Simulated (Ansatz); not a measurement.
**Phonons of Mg3ZnC (Pm-3m) against volume**

Does Mg3ZnC (Pm-3m) expand much on heating, by its phonons?

Main program and level: Ansatz 0.2.0; DFT PBEsol, scalar-relativistic, plane waves, PAW; PAW set soft_1.

**1. Set-up**

Symmetry: Pm-3m, No. 221, cubic system. Conventional cell: a = 4.362 Å, b = 4.362 Å, c = 4.362 Å, α = 90.00°, β = 90.00°, γ = 90.00°. Nearest to Mg lie 2 C at 2.18 Å and 8 Mg at 3.08 Å and 4 Zn at 3.08 Å. Nearest to Zn lie 12 Mg at 3.08 Å. C has 6 Mg at 2.18 Å nearest. Farther neighbours are not listed.

**2. Phonons on a q mesh**

The cell comes from relaxations at this level that are not shown. Stability and thermal properties need the whole zone. Linear response on a 4×4×4 q mesh gives force constants as far as a supercell of that size would.

input.yaml

```yaml
crystal:
  lattice:
    - [4.362493526, 0.0, 0.0]
    - [0.0, 4.362493526, 0.0]
    - [0.0, 0.0, 4.362493526]
  atoms:
    - { symbol: Mg, position: [0.0, 0.5, 0.5] }
    - { symbol: Mg, position: [0.5, 0.5, 0.0] }
    - { symbol: Mg, position: [0.5, 0.0, 0.5] }
    - { symbol: Zn, position: [0.0, 0.0, 0.0] }
    - { symbol: C, position: [0.5, 0.5, 0.5] }
kpoints:
  mp_grid: { grid: [8, 8, 8] }
hamiltonian:
  xc: pbesol
  pseudopotentials: { kind: paw, azcp: { folder: soft_1 }, xc_functional: pbe }
scf:
  occupations: { method: methfessel_paxton, width: 0.2 }
output:
  eigenvalues: true
phonons:
  method: dfpt
  qmesh: [4, 4, 4]
  temperatures: { t_max: 1000, t_step: 50 }
  qpath:
    path:
      - [[0.0, 0.0, 0.0], [0.0, 0.5, 0.0], [0.5, 0.5, 0.0], [0.0, 0.0, 0.0], [0.5, 0.5, 0.5], [0.0, 0.5, 0.0]]
      - [[0.5, 0.5, 0.5], [0.5, 0.5, 0.0]]
    npoints: 10
```

Launch:

```console
$ ansatz run input.yaml --threads 4 --pin off --max-ram 10240MiB --backend cpu --events-out ev --progress --plain --runs-dir out
```

Numbers of over 12 decimals in the logs are rounded to 6 here.

Output:

```text
Engine: ansatz 0.2.0, x86_64-unknown-linux-gnu
Pseudopotentials: kind: paw
Pseudopotential: Mg, paw, valence charge 10, recommended cutoff 420 eV (normal), soft_1/Mg.paw.azcp
Pseudopotential: Zn, paw, valence charge 12, recommended cutoff 420 eV (normal), soft_1/Zn.paw.azcp
Pseudopotential: C, paw, valence charge 4, recommended cutoff 420 eV (normal), soft_1/C.paw.azcp
Functional definition: PBEsol
  exchange = pbesol_x
  correlation = pbesol_c
Crystal: 5 atoms, lattice volume = 83.024 Å³
Basis set: ecut = 420 eV, 1647 PW (Γ), exchange–correlation on 60×60×60 points (8 copies of the dense FFT grid, shifted against one another)
Bands: 28, of which v1, the nominal top of the filled ones, is band 23 counted from 1 (22 counted from 0)
Symmetry: 48 space group operations
k-points: 35 of 512
Non-local potential: Mg, projectors of the file, l = 0: 3, l = 1: 2, l = 2: 1
Non-local potential: Zn, projectors of the file, l = 0: 2, l = 1: 2, l = 2: 3, l = 3: 1
Non-local potential: C, projectors of the file, l = 0: 2, l = 1: 2, l = 2: 1
PAW form: soft (Blöchl's): semilocal exchange-correlation on the pseudo side does not see the compensation charge
PAW frozen core: Mg, regenerated for the run's functional, and the local potential with it (the file was generated under x = pbe(κ = 0.804, μ = 0.219515), c = pbe(β = 0.066725))
PAW frozen core: Zn, regenerated for the run's functional, and the local potential with it (the file was generated under x = pbe(κ = 0.804, μ = 0.219515), c = pbe(β = 0.066725))
PAW frozen core: C, regenerated for the run's functional, and the local potential with it (the file was generated under x = pbe(κ = 0.804, μ = 0.219515), c = pbe(β = 0.066725))
PAW one-centre angular grid: Mg, 110 points (default); XC on 64 Gauss nodes
PAW one-centre angular grid: Zn, 590 points (default); XC on 64 Gauss nodes
PAW one-centre angular grid: C, 110 points (default); XC on 64 Gauss nodes
Initial density: superposition of atomic densities (chi_scale 0.1, normalization cell, long waves kept (reshape's long-wave potential 0.00 eV rms))
Initial wavefunctions: pseudopotential atomic-orbital guess
Functional: x = pbesol(κ = 0.804, μ = 0.123457), c = pbesol(β = 0.046)
SCF iter   1: F=—  HF=-9264.636773 eV  |F-HF|=—  |Δ(HF+E_count)|=         —  Δρ=7.41e-2  dr2=9.10e0  ethr=3.10e-3  ⟨swp⟩=5.4  Hψ=4205  notcnv=0
preconditioner: auto → Kerker (q_TF=auto, 2.473 Å⁻¹)  [metal: Δε(μ)=0.067 eV  Ē_g=7.952 eV  σ=0.200 eV  W_gap=0.28  n_scr=18 (ndim 8)  ℏωp=19.1 eV  f_vac=0.000  D(μ)=1.39/eV (n_scr^D=6)]
SCF iter   2: F=—  HF=-9263.051462 eV  |F-HF|=—  |Δ(HF+E_count)|=    1.59e0  S|Δr|=    0.00e0  Δρ=2.52e-2  dr2=9.12e-1  ethr=3.10e-3  ⟨swp⟩=2.9  Hψ=1920  notcnv=0  defer=11
preconditioner: auto → Resta (q_TF=auto, 2.473 Å⁻¹)  ε∞=6.0  [insulator: Δε(μ)=0.186 eV  Ē_g=8.529 eV  σ=0.200 eV  W_gap=0.69  n_scr=18 (ndim 8)  ℏωp=19.1 eV  f_vac=0.000  D(μ)=1.15/eV (n_scr^D=6)  ε∞_Penn≈6.0]
SCF iter   3: F=—  HF=-9262.840822 eV  |F-HF|=—  |Δ(HF+E_count)|=   2.11e-1  S|Δr|=    0.00e0  Δρ=1.62e-2  dr2=2.51e-1  ethr=1.98e-3  ⟨swp⟩=2.1  Hψ=1776  notcnv=0  defer=10
SCF iter   4: F=—  HF=-9262.784539 eV  |F-HF|=—  |Δ(HF+E_count)|=   5.63e-2  S|Δr|=    0.00e0  Δρ=9.22e-3  dr2=5.14e-2  ethr=5.45e-4  ⟨swp⟩=2.0  Hψ=1603  notcnv=0  defer=10
SCF iter   5: F=—  HF=-9262.774972 eV  |F-HF|=—  |Δ(HF+E_count)|=   9.57e-3  S|Δr|=    0.00e0  Δρ=2.80e-3  dr2=4.28e-3  ethr=1.12e-4  ⟨swp⟩=2.0  Hψ=1491  notcnv=0  defer=10
SCF iter   6: F=—  HF=-9262.774227 eV  |F-HF|=—  |Δ(HF+E_count)|=   7.45e-4  S|Δr|=    0.00e0  Δρ=6.73e-4  dr2=2.82e-4  ethr=9.30e-6  ⟨swp⟩=2.0  Hψ=1304  notcnv=0  defer=10
SCF iter   7: F=—  HF=-9262.774272 eV  |F-HF|=—  |Δ(HF+E_count)|=   4.50e-5  S|Δr|=    0.00e0  Δρ=2.20e-4  dr2=1.84e-5  ethr=6.13e-7  ⟨swp⟩=2.0  Hψ=1383  notcnv=0  defer=10
SCF iter   8: F=—  HF=-9262.774273 eV  |F-HF|=—  |Δ(HF+E_count)|=   1.08e-6  S|Δr|=    0.00e0  Δρ=4.54e-5  dr2=1.28e-6  ethr=4.01e-8  ⟨swp⟩=2.0  Hψ=1619  notcnv=0  defer=10
SCF iter   9: F=—  HF=-9262.774273 eV  |F-HF|=—  |Δ(HF+E_count)|=   4.50e-8  S|Δr|=    0.00e0  Δρ=1.23e-5  dr2=1.04e-7  ethr=2.79e-9  ⟨swp⟩=2.0  Hψ=1631  notcnv=0  defer=10
SCF iter  10: F=—  HF=-9262.774273 eV  |F-HF|=—  |Δ(HF+E_count)|=   7.90e-9  S|Δr|=    0.00e0  Δρ=2.25e-6  dr2=8.58e-9  ethr=2.25e-10  ⟨swp⟩=2.0  Hψ=1254  notcnv=0  defer=10
SCF iter  11: F=—  HF=-9262.774273 eV  |F-HF|=—  |Δ(HF+E_count)|=  9.80e-10  S|Δr|=    0.00e0  Δρ=7.24e-7  dr2=2.90e-10  ethr=1.86e-11  ⟨swp⟩=2.0  Hψ=1313  notcnv=0  defer=10
SCF iter  12: F=-9262.774273 eV  HF=-9262.774273 eV  |F-HF|=7.28e-12  |Δ(HF+E_count)|=  3.64e-11  S|Δr|=    0.00e0  Δρ=5.93e-8  dr2=2.92e-12  ethr=1.00e-12  ⟨swp⟩=6.6  Hψ=5019  notcnv=0
SCF 1 converged in 12 iterations: F = -9262.774273 eV  dr2 = 2.92e-12
  greatest PAW one-centre occupation: 1.000 electrons in one spin orbital (limit 2), on the Mg atom at site 2 (counted from 0), in its partial waves of l = 0
Initial density: read from a saved state, or passed on in memory by an earlier SCF of this step, an earlier step, the calling program or the single point that the run made first
iter 1 solved again at ethr=3.73e-7 eV; its pass at ethr=3.10e-3 eV (dr2=1.72e-4 eV) is discarded
SCF iter   1: F=—  HF=-9262.774271 eV  |F-HF|=—  |Δ(HF+E_count)|=         —  Δρ=6.04e-7  dr2=1.90e-10  ethr=3.73e-7  ⟨swp⟩=2.7  Hψ=6445  notcnv=0
eigensolver tolerance schedule: the retry pair's looser diagonalisation over-reported the residual by 902908.47 of it (diagonalisation noise at an unbounded share of the residual, at the tolerance the schedule requests for it); recorded, not acted on — ethr = c·dr2/N_el stays at c = 1.0e-1
preconditioner: auto → Kerker (q_TF=auto, 2.473 Å⁻¹)  [metal: Δε(μ)=0.032 eV  Ē_g=8.556 eV  σ=0.200 eV  W_gap=0.13  n_scr=18 (ndim 8)  ℏωp=19.1 eV  f_vac=0.000  D(μ)=2.09/eV (n_scr^D=18)]
SCF iter   2: F=—  HF=-9262.774273 eV  |F-HF|=—  |Δ(HF+E_count)|=   1.84e-6  S|Δr|=    0.00e0  Δρ=3.48e-7  dr2=6.37e-11  ethr=1.00e-12  ⟨swp⟩=4.2  Hψ=2983  notcnv=0
SCF iter   3: F=—  HF=-9262.774273 eV  |F-HF|=—  |Δ(HF+E_count)|=  2.36e-11  S|Δr|=    0.00e0  Δρ=1.88e-7  dr2=1.42e-11  ethr=1.00e-12  ⟨swp⟩=1.0  Hψ=980  notcnv=0
SCF iter   4: F=-9262.774273 eV  HF=-9262.774273 eV  |F-HF|=3.64e-12  |Δ(HF+E_count)|=  3.64e-12  S|Δr|=    0.00e0  Δρ=8.91e-8  dr2=3.01e-12  ethr=1.00e-12  ⟨swp⟩=3.0  Hψ=2421  notcnv=0
SCF 2 converged in 4 iterations: F = -9262.774273 eV  dr2 = 3.01e-12
phonons: the bands overlap, so this run is a metal and interpolates without the dipole-dipole term. If the crystal is really an insulator or semiconductor, its LO-TO splitting is missing
NSCF: frozen V_eff on 35 k-points
NSCF: frozen V_eff on 125 k-points
DFPT response loops at q = (0, 0, 0) (fractional): preconditioner auto → Kerker (q_TF=auto, 2.473 Å⁻¹) (partly filled bands, converged f_vac=0.000); β = 1.00, the filter's whole step (`scf.mixing.beta` (0.50) is not read by the response loops under this deck's `scf.mixing.preconditioner`; to damp them name `kerker` or `kerker_dos`, under which they read `scf.mixing.beta`, and type it under 1.00, their step now; both keys bind the ground state too); Broyden in place of MSR1
NSCF: frozen V_eff on 400 k-points
DFPT response loops at q = (0, 0, 0.25) (fractional): mixed as the last ones told, above
NSCF: frozen V_eff on 250 k-points
DFPT response loops at q = (0, 0, -0.5) (fractional): mixed as the last ones told, above
NSCF: frozen V_eff on 640 k-points
DFPT response loops at q = (0, 0.25, 0.25) (fractional): mixed as the last ones told, above
NSCF: frozen V_eff on 400 k-points
DFPT response loops at q = (0, 0.25, -0.5) (fractional): mixed as the last ones told, above
NSCF: frozen V_eff on 250 k-points
DFPT response loops at q = (0, -0.5, -0.5) (fractional): mixed as the last ones told, above
NSCF: frozen V_eff on 1024 k-points
DFPT response loops at q = (0.25, 0.25, 0.25) (fractional): mixed as the last ones told, above
NSCF: frozen V_eff on 640 k-points
DFPT response loops at q = (0.25, 0.25, -0.5) (fractional): mixed as the last ones told, above
NSCF: frozen V_eff on 400 k-points
DFPT response loops at q = (0.25, -0.5, -0.5) (fractional): mixed as the last ones told, above
NSCF: frozen V_eff on 250 k-points
DFPT response loops at q = (-0.5, -0.5, -0.5) (fractional): mixed as the last ones told, above
SCF converged after 12 iterations
Stability not checked: this state was not tested for a lower state beside it, because cold or Methfessel-Paxton smearing, or corrected tetrahedra, fill the levels in a way that the test cannot read (fill_not_monotonic; see scf.lower_state_search)
Free energy (F): -9262.774273 eV
Harris-Foulkes:  -9262.774273 eV  (|F-HF|=7.28e-12)
Internal energy: -9262.772527 eV  (E = F + TS)
E sigma→0 (E₀):  -9262.773836 eV
Entropy (-TS):   -0.001746 eV (-0.349 meV/atom)
Fermi energy:    7.278461 eV
--- Per-component energies (eV) ---
  E_band       = -991.735910
  E_kinetic    = 441.407579
  E_local      = -6938.289086  (includes V_loc(G=0)·N_el)
  E_nonlocal   = 1427.804348
  E_hartree    = 2417.600035
  E_xc         = -203.066000
  E_vxc        = -211.035020  (∫ρ·V_xc dr)
  E_paw        = -2821.115775  (= ΣΔE_a)
  E_vpaw       = -546.822997  (= ΣTr[D̂ρ^β])
  E_aug_tail   = -0.000728  (compensation charges beyond the density's cutoff)
  E_ewald      = -3588.107943
  E_core_change = 0.995043  (= ΣΔE_core)
  E_smearing   = -0.001746  (= −TS)
  E_closure    = 0.000000  (closes the sum)
  Σ components = -9262.774273   (vs F -9262.774273, Δ=0.00e0)
--- Band table (eV; the first three rows and the last of 35) ---
  k-point 0: bands = [... 19 lower, 4.5841, 4.5841, 4.5841, 8.9634, 8.9634, 10.0014, 10.0014, 10.0014, ... 1 higher]
  k-point 1: bands = [... 19 lower, 4.5532, 4.6482, 4.6482, 8.5810, 9.0745, 9.7987, 9.7987, 10.3164, ... 1 higher]
  k-point 2: bands = [... 19 lower, 4.6221, 4.8179, 4.8179, 7.6699, 9.3002, 9.3002, 9.4007, 11.3130, ... 1 higher]
  k-point 34: bands = [... 19 lower, 3.8713, 3.8713, 4.1136, 5.4396, 5.4396, 5.4396, 12.3595, 12.3595, ... 1 higher]
--- Phonons (Γ-DFPT): 4 representative perturbations + reference (Σ response iterations 13) ---
  ASR residual: 4.462e-5 → 0.000e0 eV/Å²; symmetrization residual: 2.522e-6 eV/Å²
  ASR residual per site (eV/Å²): 4.46e-5 4.46e-5 4.46e-5 1.40e-5 3.42e-5
  Γ frequencies (cm⁻¹): 0.00 0.00 0.00 122.22 122.22 122.22 172.42 172.42 172.42 263.38 263.38 263.38 568.78 568.78 568.78
--- Phonons (arbitrary-q DFPT): 10 irreducible q on the 4×4×4 mesh ---
  q = [0.0000, 0.0000, 0.0000] (star 1, of the zone-centre solve; hermiticity 4.17e-7, symmetrization 1.57e-12): -0.00 -0.00 0.00 122.22 122.22 122.22 172.42 172.42 172.42 263.38 263.38 263.38 568.78 568.78 568.78
  q = [0.0000, 0.0000, 0.2500] (star 6, 9 solved perturbations in 1560 linear systems a pass and spin channel, the states on 200 of 512 k-point pairs; hermiticity 6.44e-7, symmetrization 7.13e-13): 61.00 61.00 82.60 124.57 124.57 150.94 158.09 172.87 172.87 248.97 248.97 290.20 534.96 566.99 566.99
  q = [0.0000, 0.0000, -0.5000] (star 3, 9 solved perturbations in 975 linear systems a pass and spin channel, the states on 125 of 512 k-point pairs; hermiticity 1.27e-6, symmetrization 1.54e-12): 87.41 87.41 88.71 129.25 129.25 143.12 145.42 183.20 183.20 224.80 224.80 368.53 454.67 570.57 570.57
  q = [0.0000, 0.2500, 0.2500] (star 12, 9 solved perturbations in 2460 linear systems a pass and spin channel, the states on 320 of 512 k-point pairs; hermiticity 3.61e-7, symmetrization 1.90e-13): 71.49 78.77 85.79 129.61 139.43 150.03 159.54 169.70 185.04 238.12 279.46 283.12 535.54 535.99 569.23
  q = [0.0000, 0.2500, -0.5000] (star 12, 15 solved perturbations on 200 of 512 k-point pairs; hermiticity 6.26e-7, symmetrization 4.61e-14): 80.26 83.20 88.08 106.88 148.90 158.24 158.35 176.44 197.12 221.41 274.35 368.85 481.60 539.64 567.30
  q = [0.0000, -0.5000, -0.5000] (star 3, 9 solved perturbations in 975 linear systems a pass and spin channel, the states on 125 of 512 k-point pairs; hermiticity 4.55e-7, symmetrization 3.10e-13): 60.81 85.07 85.07 90.34 167.16 167.16 167.25 167.25 199.77 220.59 338.00 391.47 493.88 493.88 576.95
  q = [0.2500, 0.2500, 0.2500] (star 8, 4 solved perturbations in 1376 linear systems a pass and spin channel, the states on 512 of 512 k-point pairs; hermiticity 4.14e-7, symmetrization 8.29e-13): 79.39 79.39 86.47 124.95 124.95 132.06 173.85 190.31 190.31 268.09 268.09 311.42 530.55 530.55 544.21
  q = [0.2500, 0.2500, -0.5000] (star 12, 9 solved perturbations in 2460 linear systems a pass and spin channel, the states on 320 of 512 k-point pairs; hermiticity 4.74e-7, symmetrization 2.93e-13): 84.51 85.24 87.22 106.41 113.22 125.48 191.95 194.75 210.06 253.47 291.80 376.23 479.50 525.17 546.86
  q = [0.2500, -0.5000, -0.5000] (star 6, 9 solved perturbations in 1560 linear systems a pass and spin channel, the states on 200 of 512 k-point pairs; hermiticity 4.30e-7, symmetrization 2.74e-13): 67.06 86.05 86.05 89.71 109.71 109.71 204.61 210.19 210.19 270.93 337.66 403.08 478.21 478.21 529.69
  q = [-0.5000, -0.5000, -0.5000] (star 1, 4 solved perturbations in 350 linear systems a pass and spin channel, the states on 125 of 512 k-point pairs; hermiticity 4.70e-7, symmetrization 2.04e-12): 72.85 72.85 72.85 87.74 87.74 87.74 227.34 227.34 227.34 338.16 338.16 433.50 464.44 464.44 464.44
  sum rule: each row above includes the acoustic sum rule's correction from the zone centre's row sums; it moved no ω² by more than (0.88 cm⁻¹)²
  mesh force constants: q→R imaginary residual 3.03e-19; ASR residual 4.462e-5 → 0.000e0 eV/Å²; symmetrization residual 7.105e-15 eV/Å²
  interpolated dispersion: 62 rows × 15 modes
  density of states and harmonic sums: on the 16×16×16 q-mesh, interpolated from the force constants of a 4×4×4 supercell (no non-analytic term)
  largest difference from the sums on the solved wave vectors: F 1.20e-2 eV, S 1.59e-5 and C_V 3.98e-6 eV/K
  zero-point energy: 0.225424 eV/cell   skipped modes (ω ≤ 0): 3   left out of the sums: 4.88e-5 of the cell's modes: C_V's classical limit lies that fraction below 3 k_B per atom; for a crystal, a wire or a layer, F and S can be off by more, and a phonons.interpolated_qmesh denser along its periods is the remedy for the sampling
```

Wall time 11 min (4 threads of Intel Xeon Platinum 8559C (Emerald Rapids), shared host); peak memory 2.9 GiB.

The column dr2 measures how far the density is from self-consistency, as an energy; F and HF (Harris–Foulkes) agree once it is small.

Numbers from this step:

- volume per atom: 16.60 Å³
- gap on the k-mesh: 0 eV
- sum-rule residual before enforcement: 4.46e-5 eV/Å²
- lowest frequency on the path: 0 cm⁻¹
- point group: m-3m
- highest frequency on the path or at a solved wavevector: 577 cm⁻¹
- mean frequency: 242.4 cm⁻¹
- Debye temperature (second moment): 542 K
- logarithmic mean frequency: 194.4 cm⁻¹
- highest optical mode at the zone centre (no LO-TO term): 568.8 cm⁻¹
- lowest optical zone-centre mode: 122.2 cm⁻¹
- lowest mode on the q mesh (acoustic modes at Γ apart): 60.81 cm⁻¹
- zero-point energy per atom: 45.08 meV
- heat capacity at 300 K: 21.67 J/(mol atoms K)
- vibrational entropy at 300 K: 28.52 J/(mol atoms K)

Frequencies (cm⁻¹) solved at each irreducible wavevector; negative means imaginary. Frequencies by wavevector, by row:

```csv
q in reciprocal lattice units,star,mode 1,mode 2,mode 3,mode 4,mode 13,mode 14,mode 15
0 0 0,1,0,0,0,122.2,568.8,568.8,568.8
0 0 0.25,6,61,61,82.6,124.6,535,567,567
0 0 -0.5,3,87.4,87.4,88.7,129.2,454.7,570.6,570.6
0 0.25 0.25,12,71.5,78.8,85.8,129.6,535.5,536,569.2
0 0.25 -0.5,12,80.3,83.2,88.1,106.9,481.6,539.6,567.3
0 -0.5 -0.5,3,60.8,85.1,85.1,90.3,493.9,493.9,577
0.25 0.25 0.25,8,79.4,79.4,86.5,125,530.5,530.5,544.2
0.25 0.25 -0.5,12,84.5,85.2,87.2,106.4,479.5,525.2,546.9
0.25 -0.5 -0.5,6,67.1,86,86,89.7,478.2,478.2,529.7
-0.5 -0.5 -0.5,1,72.8,72.8,72.8,87.7,464.4,464.4,464.4
```

Symmetry leaves 10 wavevectors to solve. The lowest mode among them, the acoustic zeros apart, lies at q = (0, -0.5, -0.5) and is real, 60.8 cm⁻¹.

**3. Relaxing at another volume, volume ratio 0.97**

The volume is scaled by 0.97 and held; symmetry leaves nothing to relax, so this is a single point. The modes can then be followed against volume.

input.yaml, the sections that differ from step 2:

```yaml
crystal:
  lattice:
    - [4.3184249219, 0.0, 0.0]
    - [0.0, 4.3184249219, 0.0]
    - [0.0, 0.0, 4.3184249219]
  atoms:
    - { symbol: Mg, position: [0.0, 0.5, 0.5] }
    - { symbol: Mg, position: [0.5, 0.5, 0.0] }
    - { symbol: Mg, position: [0.5, 0.0, 0.5] }
    - { symbol: Zn, position: [0.0, 0.0, 0.0] }
    - { symbol: C, position: [0.5, 0.5, 0.5] }
output:
  forces: true
  stress: true
  eigenvalues: true
# kpoints, hamiltonian, scf: as in step 2
# phonons: removed
```

Output:

```text
[...]
Crystal: 5 atoms, lattice volume = 80.533 Å³
Basis set: ecut = 420 eV, 1575 PW (Γ), exchange–correlation on 60×60×60 points (8 copies of the dense FFT grid, shifted against one another)
Bands: 28, of which v1, the nominal top of the filled ones, is band 23 counted from 1 (22 counted from 0)
Symmetry: 48 space group operations
[...]
k-points: 35 of 512
[...]
k-point 0: bands = [... 19 lower, 4.8327, 4.8327, 4.8327, 9.3216, 9.3216, 10.3625, 10.3625, 10.3625, ... 1 higher]
  k-point 1: bands = [... 19 lower, 4.8080, 4.8988, 4.8988, 8.9233, 9.4337, 10.1490, 10.1490, 10.7140, ... 1 higher]
  k-point 2: bands = [... 19 lower, 4.8901, 5.0735, 5.0735, 8.0038, 9.6285, 9.6285, 9.7615, 11.7440, ... 1 higher]
  k-point 34: bands = [... 19 lower, 4.1255, 4.1255, 4.3858, 5.6805, 5.6805, 5.6805, 12.7995, 12.7995, ... 1 higher]
[key lines of the parts left out:]
SCF converged after 9 iterations
Free energy (F): -9262.758086 eV
Fermi energy:    7.579086 eV
P = ⅓ Tr σ = 2.1272 GPa (21.272 kbar)
```

Wall time 0.83 s (4 threads); peak memory 0.43 GiB; 2.7 s of CPU time.

Numbers from this step:

```yaml
pressure: 2.127 GPa
volume_per_atom: 16.11 Å³
```

The run ends at a pressure of 2.13 GPa.

(Continued in part 2 of 2.)

[Logs are printed without paths, hosts, clocks, repeated set-up lines and the standing remarks that a program may print on its own settings, such as how far it seeks lower states.]

[Hosts, paths, dates, database ids (printed as entryN), source tags and the programs' standing remarks are cut or masked in the printed files.]
